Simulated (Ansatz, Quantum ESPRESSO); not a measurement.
## KNaICl (P4/mmm): third-order response

Aim: Raman and infrared lines of KNaICl (P4/mmm).

Calculated with Quantum ESPRESSO 8.0 development, patched; DFT LDA, scalar-relativistic, plane waves, PseudoDojo norm-conserving pseudopotentials.

## Step 1: The starting structure

It takes space group P4/mmm (No. 123, tetragonal). Conventional cell: a = 4.510 Å, b = 4.510 Å, c = 6.819 Å, α = 90.00°, β = 90.00°, γ = 90.00°. Nearest to K lie 4 Cl at 3.19 Å and 2 I at 3.41 Å. Nearest to Na lie 4 I at 3.19 Å and 2 Cl at 3.41 Å. Nearest to I lie 4 Na at 3.19 Å and 2 K at 3.41 Å. Cl has 4 K at 3.19 Å and 2 Na at 3.41 Å nearest. Farther neighbours and most contacts between anions are not listed.

## Step 2: A probe with smearing

A cheap run with smearing and empty bands tells whether the crystal has a gap, which decides between fixed occupations and smearing later on.

File probe.in:

```
&control
   calculation = 'scf'
   prefix = 'x'
   outdir = './tmp'
   pseudo_dir = './pseudo'
   tprnfor = .true.
   tstress = .true.
   verbosity = 'high'
/
&system
   ibrav = 6
   celldm(1) = 8.52342071
   celldm(3) = 1.51185349
   nat = 4
   ntyp = 4
   ecutwfc = 76.0
   occupations = 'smearing'
   smearing = 'gaussian'
   degauss = 0.01
/
&electrons
   conv_thr = 1.0d-07
   mixing_beta = 0.7
   electron_maxstep = 100
/
ATOMIC_SPECIES
 K      39.0983  K.upf
 Na     22.9898  Na.upf
 I     126.9045  I.upf
 Cl     35.4500  Cl.upf
ATOMIC_POSITIONS crystal
 K      0.500000000   0.500000000   0.500000000
 Na     0.000000000   0.000000000   0.000000000
 I      0.500000000   0.500000000   0.000000000
 Cl     0.000000000   0.000000000   0.500000000
K_POINTS automatic
 4 4 4 0 0 0
```

Command:

```console
$ OMP_NUM_THREADS=1 mpirun -n 8 pw.x -nk 8 -in probe.in > probe.out
```

What it wrote:

```text
[banners, grids, parts of the stress and lines that vanish by symmetry left out]
Program PWSCF v.8.0dev
     bravais-lattice index     =            6
     lattice parameter (alat)  =       8.5234  a.u.
[...]
kinetic-energy cutoff     =      76.0000  Ry
     charge density cutoff     =     304.0000  Ry
     scf convergence threshold =      1.0E-07
[...]
Exchange-correlation= SLA-PW-NOGX-NOGC
                           (   1   4   0   0   0   0   0)
[...]
16 Sym. Ops., with inversion, found
[...]
(     0          1          0      )
                  (     0          0          1      )
[...]
(  0.0000000  1.0000000  0.0000000 )
                  (  0.0000000  0.0000000  1.0000000 )
[...]
(     0         -1          0      )
                  (     0          0          1      )
[...]
(     0          0         -1      )
[...]
( -1.0000000  0.0000000  0.0000000 )
                  (  0.0000000  0.0000000 -1.0000000 )
[...]
number of k points=    18  Gaussian smearing, width (Ry)=  0.0100
[...]
End of self-consistent calculation
[...]
the Fermi energy is     2.7137 ev
!    total energy              =    -210.35480029 Ry
[...]
convergence has been achieved in   7 iterations
[...]
atom    1 type  1   force =     0.00000000    0.00000000    0.00000000
     atom    2 type  2   force =     0.00000000    0.00000000    0.00000000
     atom    3 type  3   force =     0.00000000    0.00000000    0.00000000
     atom    4 type  4   force =     0.00000000    0.00000000    0.00000000
[...]
Total force =     0.000000     Total SCF correction =     0.000000
[...]
total   stress  (Ry/bohr**3)                   (kbar)     P=      -21.15
[...]
XML data file, charge density, pseudopotentials, collected wavefunctions

   JOB DONE.
```

The job ended after 8.7 s (8 MPI ranks of Arm Neoverse V2, shared host).

Numbers from this step:

```
volume per atom   : 34.68 Å³
pressure          : -2.116 GPa
gap on the k-mesh : 3.666 eV
```

A gap of 3.7 eV opens on this mesh, so the crystal is taken as an insulator; the start stands at -2.1 GPa.

## Step 3: Relaxation

Frequencies change by per cents with a per cent of volume, so the structure is first brought to rest at this level of theory.

File relax.in:

```
&control
   calculation = 'vc-relax'
   prefix = 'x'
   outdir = './tmp'
   pseudo_dir = './pseudo'
   tprnfor = .true.
   tstress = .true.
   forc_conv_thr = 2.0d-05
   etot_conv_thr = 1.0d-07
   nstep = 40
/
&system
   ibrav = 6
   celldm(1) = 8.52342071
   celldm(3) = 1.51185349
   nat = 4
   ntyp = 4
   ecutwfc = 76.0
   occupations = 'fixed'
   nbnd = 18
/
&electrons
   conv_thr = 1.0d-11
   mixing_beta = 0.7
   electron_maxstep = 100
/
&ions
/
&cell
   press_conv_thr = 0.2
/
ATOMIC_SPECIES
 K      39.0983  K.upf
 Na     22.9898  Na.upf
 I     126.9045  I.upf
 Cl     35.4500  Cl.upf
ATOMIC_POSITIONS crystal
 K      0.500000000   0.500000000   0.500000000
 Na     0.000000000   0.000000000   0.000000000
 I      0.500000000   0.500000000   0.000000000
 Cl     0.000000000   0.000000000   0.500000000
K_POINTS automatic
 4 4 4 0 0 0
```

Command:

```console
$ OMP_NUM_THREADS=1 mpirun -n 8 pw.x -nk 8 -in relax.in > relax.out
```

What it wrote:

```text
[banners, grids, parts of the stress and lines that vanish by symmetry left out]
[banner, memory and clock lines left out]
Program PWSCF v.8.0dev

[...]
kinetic-energy cutoff     =      76.0000  Ry
     charge density cutoff     =     304.0000  Ry
     scf convergence threshold =      1.0E-11
[...]
energy convergence thresh.=      1.0E-07
     force convergence thresh. =      2.0E-05
     press convergence thresh. =      2.0E-01
     Exchange-correlation= SLA-PW-NOGX-NOGC
                           (   1   4   0   0   0   0   0)
[...]
16 Sym. Ops., with inversion, found
[...]
number of k points=    18
[...]
c_bands: 1 eigenvalues not converged on the other pools
[...]
End of self-consistent calculation
[...]
highest occupied, lowest unoccupied level (ev):     0.7082    4.3740
!    total energy              =    -210.35480029 Ry
[...]
convergence has been achieved in  10 iterations
[...]
atom    1 type  1   force =     0.00000000    0.00000000    0.00000000
     atom    2 type  2   force =     0.00000000    0.00000000    0.00000000
     atom    3 type  3   force =     0.00000000    0.00000000    0.00000000
     atom    4 type  4   force =     0.00000000    0.00000000    0.00000000
     Total force =     0.000000     Total SCF correction =     0.000000
[...]
total   stress  (Ry/bohr**3)                   (kbar)     P=      -21.14
[...]
number of bfgs steps    =   0
[...]
CELL_PARAMETERS (alat=  8.52342071)
[...]
ATOMIC_POSITIONS (crystal)
K                0.5000000000        0.5000000000        0.5000000000
Na               0.0000000000        0.0000000000        0.0000000000
I                0.5000000000        0.5000000000        0.0000000000
Cl               0.0000000000        0.0000000000        0.5000000000
[...]
New effective cutoffs (rho, wfc):  306.05   76.57
[...]
End of self-consistent calculation
[...]
highest occupied, lowest unoccupied level (ev):     0.7850    4.4747
!    total energy              =    -210.35620981 Ry
[...]
convergence has been achieved in   6 iterations
[...]
atom    1 type  1   force =     0.00000000    0.00000000    0.00000000
     atom    2 type  2   force =     0.00000000    0.00000000    0.00000000
     atom    3 type  3   force =     0.00000000    0.00000000    0.00000000
     atom    4 type  4   force =     0.00000000    0.00000000    0.00000000
     Total force =     0.000000     Total SCF correction =     0.000000
[...]
total   stress  (Ry/bohr**3)                   (kbar)     P=      -19.82
[...]
number of bfgs steps    =   1
[...]
WARNING: bfgs curvature condition failed, Theta= 0.860
[...]
CELL_PARAMETERS (alat=  8.52342071)
[...]
ATOMIC_POSITIONS (crystal)
[...]
New effective cutoffs (rho, wfc):  309.57   77.46
[...]
End of self-consistent calculation
[...]
highest occupied, lowest unoccupied level (ev):     0.9034    4.6299
!    total energy              =    -210.35813659 Ry
[...]
convergence has been achieved in   8 iterations
[...]
atom    1 type  1   force =     0.00000000    0.00000000    0.00000000
     atom    2 type  2   force =     0.00000000    0.00000000    0.00000000
     atom    3 type  3   force =     0.00000000    0.00000000    0.00000000
     atom    4 type  4   force =     0.00000000    0.00000000    0.00000000
[...]
number of bfgs steps    =   9
[...]
highest occupied, lowest unoccupied level (ev):     1.7166    5.7012
!    total energy              =    -210.36416446 Ry
[...]
convergence has been achieved in   7 iterations
[...]
Total force =     0.000000     Total SCF correction =     0.000000
[...]
total   stress  (Ry/bohr**3)                   (kbar)     P=       -0.26
[...]
number of bfgs steps    =  10
[...]
highest occupied, lowest unoccupied level (ev):     1.7276    5.7165
!    total energy              =    -210.36417940 Ry
[...]
convergence has been achieved in   8 iterations
[...]
Total force =     0.000000     Total SCF correction =     0.000000
[...]
total   stress  (Ry/bohr**3)                   (kbar)     P=       -0.05
[...]
number of bfgs steps    =  11
[...]
New effective cutoffs (rho, wfc):  334.31   83.76
[...]
highest occupied, lowest unoccupied level (ev):     1.7299    5.7197
!    total energy              =    -210.36417981 Ry
[...]
convergence has been achieved in   6 iterations
[...]
Total force =     0.000000     Total SCF correction =     0.000000
[...]
total   stress  (Ry/bohr**3)                   (kbar)     P=        0.00
[...]
number of bfgs steps    =  12
[...]
small trust_radius: resetting bfgs history
[...]
CELL_PARAMETERS (alat=  8.52342071)
[...]
ATOMIC_POSITIONS (crystal)
[...]
New effective cutoffs (rho, wfc):  334.31   83.75
[...]
End of self-consistent calculation
[...]
highest occupied, lowest unoccupied level (ev):     1.7299    5.7197
!    total energy              =    -210.36417981 Ry
[...]
convergence has been achieved in   2 iterations
[...]
atom    1 type  1   force =     0.00000000    0.00000000    0.00000000
     atom    2 type  2   force =     0.00000000    0.00000000    0.00000000
     atom    3 type  3   force =     0.00000000    0.00000000    0.00000000
     atom    4 type  4   force =     0.00000000    0.00000000    0.00000000
     Total force =     0.000000     Total SCF correction =     0.000000
[...]
total   stress  (Ry/bohr**3)                   (kbar)     P=        0.00
[...]
bfgs converged in  14 scf cycles and  13 bfgs steps
[...]
End of BFGS Geometry Optimization
     Final enthalpy           =    -210.3641798123 Ry
     File ./tmp/x.bfgs deleted, as requested
[...]
CELL_PARAMETERS (alat=  8.52342071)
[...]
ATOMIC_POSITIONS (crystal)
[...]
I                0.5000000000        0.5000000000        0.0000000000
Cl               0.0000000000        0.0000000000        0.5000000000
[...]
Final scf calculation at the relaxed structure.
[...]
kinetic-energy cutoff     =      76.0000  Ry
     charge density cutoff     =     304.0000  Ry
     scf convergence threshold =      1.0E-13
[...]
press convergence thresh. =      2.0E-01
     Exchange-correlation= SLA-PW-NOGX-NOGC
                           (   1   4   0   0   0   0   0)
[...]
16 Sym. Ops., with inversion, found
[...]
number of k points=    18
[...]
c_bands: 1 eigenvalues not converged on the other pools
[...]
End of self-consistent calculation
[...]
highest occupied, lowest unoccupied level (ev):     1.7299    5.7196
!    total energy              =    -210.36385823 Ry
[...]
convergence has been achieved in  10 iterations
[...]
atom    1 type  1   force =     0.00000000    0.00000000    0.00000000
     atom    2 type  2   force =     0.00000000    0.00000000    0.00000000
     atom    3 type  3   force =     0.00000000    0.00000000    0.00000000
     atom    4 type  4   force =     0.00000000    0.00000000    0.00000000
     Total force =     0.000000     Total SCF correction =     0.000000
[...]
total   stress  (Ry/bohr**3)                   (kbar)     P=       -1.04
[...]
XML data file, charge density, pseudopotentials, collected wavefunctions
```

Wall time 93 s (8 MPI ranks).

Relaxation path:

```csv
step,energy less that of the first step (eV),largest force (eV/Å),pressure (GPa),volume (Å³)
1,0.0000,0.0000,-2.11,138.73
2,-0.0192,0.0000,-1.98,137.23
3,-0.0454,0.0000,-1.77,135.01
4,-0.0786,0.0000,-1.42,131.70
5,-0.1129,0.0000,-0.81,126.80
6,-0.1259,0.0000,0.12,120.97
7,-0.1264,0.0000,-0.02,121.73
8,-0.1266,0.0000,-0.04,121.82
9,-0.1268,0.0000,-0.04,121.81
10,-0.1271,0.0000,-0.04,121.75
11,-0.1274,0.0000,-0.03,121.63
12,-0.1276,0.0000,-0.01,121.43
13,-0.1276,0.0000,0.00,121.39
14,-0.1276,0.0000,0.00,121.39
15,-0.1232,0.0000,-0.10,121.39
```

```
conventional cell, symmetrised  before  after   change
                         a (Å)   4.510  4.323   -4.1 %
                         b (Å)   4.510  4.323   -4.1 %
                         c (Å)   6.819  6.495   -4.8 %
              volume (Å³/atom)   34.68  30.35  -12.5 %
```

The relaxed structure:

```xyz
4
Lattice="4.3232 0.0000 0.0000 0.0000 4.3232 0.0000 0.0000 0.0000 6.4948" Properties=species:S:1:pos:R:3 pbc="T T T"
K     2.1616    2.1616    3.2474
Na    0.0000    0.0000    0.0000
I     2.1616    2.1616    0.0000
Cl    0.0000    0.0000    3.2474
```

The last row of the table of steps is pw.x's closing run on a basis chosen anew for the final cell, so its energy can jump.

Numbers from this step:

- volume per atom: 30.35 Å³
- pressure: -0.1040 GPa
- gap on the k-mesh: 3.990 eV

The volume changes by -12.5 % from the cell with which this run began.

## Step 4: Self-consistent run for the response

The response is built on this ground state, so it is converged far tighter than an energy would need. With a gap, occupations are fixed, which also allows the response to an electric field.

File scf.in:

```
&control
   calculation = 'scf'
   prefix = 'x'
   outdir = './tmp'
   pseudo_dir = './pseudo'
   tprnfor = .true.
   tstress = .true.
/
&system
   ibrav = 6
   celldm(1) = 8.16974958
   celldm(3) = 1.50228818
   nat = 4
   ntyp = 4
   ecutwfc = 76.0
   occupations = 'fixed'
   nbnd = 18
/
&electrons
   conv_thr = 1.0d-12
   mixing_beta = 0.7
   electron_maxstep = 100
/
ATOMIC_SPECIES
 K      39.0983  K.upf
 Na     22.9898  Na.upf
 I     126.9045  I.upf
 Cl     35.4500  Cl.upf
ATOMIC_POSITIONS crystal
 K      0.500000000   0.500000000   0.500000000
 Na     0.000000000   0.000000000   0.000000000
 I      0.500000000   0.500000000   0.000000000
 Cl     0.000000000   0.000000000   0.500000000
K_POINTS automatic
 4 4 4 0 0 0
```

Command:

```console
$ OMP_NUM_THREADS=1 mpirun -n 8 pw.x -nk 8 -in scf.in > scf.out
```

What it wrote:

```text
[banners, grids, parts of the stress and lines that vanish by symmetry left out]
[banner, memory and clock lines left out]
Program PWSCF v.8.0dev

[...]
kinetic-energy cutoff     =      76.0000  Ry
     charge density cutoff     =     304.0000  Ry
     scf convergence threshold =      1.0E-12
[...]
Exchange-correlation= SLA-PW-NOGX-NOGC
                           (   1   4   0   0   0   0   0)
[...]
16 Sym. Ops., with inversion, found
[...]
number of k points=    18
[...]
c_bands: 1 eigenvalues not converged on the other pools
[...]
End of self-consistent calculation
[...]
highest occupied, lowest unoccupied level (ev):     1.7299    5.7196
!    total energy              =    -210.36385823 Ry
[...]
convergence has been achieved in  10 iterations
[...]
atom    1 type  1   force =     0.00000000    0.00000000    0.00000000
     atom    2 type  2   force =     0.00000000    0.00000000    0.00000000
     atom    3 type  3   force =     0.00000000    0.00000000    0.00000000
     atom    4 type  4   force =     0.00000000    0.00000000    0.00000000
     Total force =     0.000000     Total SCF correction =     0.000000
[...]
total   stress  (Ry/bohr**3)                   (kbar)     P=       -1.04
[...]
XML data file, charge density, pseudopotentials, collected wavefunctions
```

Elapsed: 9.5 s, on 8 MPI ranks; 76 s of CPU time.

The cell stands at -0.10 GPa, close enough for phonons.

(Part 1 of 4 ends here.)

[Host names and launcher messages were left out of these logs when they were recorded.]

[Logs are printed without paths, hosts, clocks, repeated set-up lines and the standing remarks that a program may print on its own settings, such as how far it seeks lower states.]

[Hosts, paths, dates, database ids (printed as entryN), source tags and the programs' standing remarks are cut or masked in the printed files.]
